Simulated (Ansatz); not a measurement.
Planning a run of Ansatz 0.2.0 on Cs2TlCoF6 (Fm-3m). The input:

```yaml
crystal:
  lattice:
    - [0.0, 4.5913357458, 4.5913357458]
    - [4.5913357458, 0.0, 4.5913357458]
    - [4.5913357458, 4.5913357458, 0.0]
  atoms:
    - { symbol: Cs, position: [0.25, 0.25, 0.25] }
    - { symbol: Cs, position: [0.75, 0.75, 0.75] }
    - { symbol: Tl, position: [0.5, 0.5, 0.5] }
    - { symbol: Co, position: [0.0, 0.0, 0.0] }
    - { symbol: F, position: [0.206089, 0.206089, 0.793911] }
    - { symbol: F, position: [0.206089, 0.793911, 0.793911] }
    - { symbol: F, position: [0.793911, 0.793911, 0.206089] }
    - { symbol: F, position: [0.206089, 0.793911, 0.206089] }
    - { symbol: F, position: [0.793911, 0.206089, 0.793911] }
    - { symbol: F, position: [0.793911, 0.206089, 0.206089] }
kpoints:
  mp_grid: { grid: [4, 4, 4] }
  band_path:
    path:
      - [0.0, 0.0, 0.0]
      - [0.5, 0.0, 0.5]
      - [0.625, 0.25, 0.625]
      - [0.375, 0.375, 0.75]
      - [0.5, 0.5, 0.5]
      - [0.5, 0.25, 0.75]
      - [0.0, 0.25, -0.25]
    npoints: 1
hamiltonian:
  xc: pbe0
  pseudopotentials: { kind: paw, azcp: { folder: soft_1 } }
scf:
  occupations: { method: fixed }
  n_extra_bands: 7
output:
  eigenvalues: true
```

```sh
ansatz run input.yaml --threads 2 --pin off --max-ram 92160MiB --backend cuda --events-out ev --progress --plain --runs-dir out --devices 1 --max-vram 13GiB
```

How long will it take on 1 × NVIDIA H100 80GB HBM3 (shared by 6 runs) with 2 threads of AMD EPYC 7R13 (Zen 3), shared host, and how much memory?

It took 52 s; on shared hardware allow 26 s to 1.7 min. Peak host memory was 1.5 GiB. The sizes that set the cost: 3767 plane waves a state, 8 irreducible k points and 22 SCF cycles.

Exact exchange couples every pair of k points and filled bands, so it costs far more than a semilocal run.

[Paths, hosts, dates, memory and timing lines, banners, echoed tables and standing remarks are left out of the program output.]

[Logs are printed without paths, hosts, clocks, repeated set-up lines and the standing remarks that a program may print on its own settings, such as how far it seeks lower states.]

[Runs of the session that timed out or met a known fault of the program may be left out.]

[Cells called generated may have been cut or substituted from an entry of the Crystallography Open Database or the Materials Project.]

[Hosts, paths, dates, database ids (printed as entryN), source tags and the programs' standing remarks are cut or masked in the printed files.]
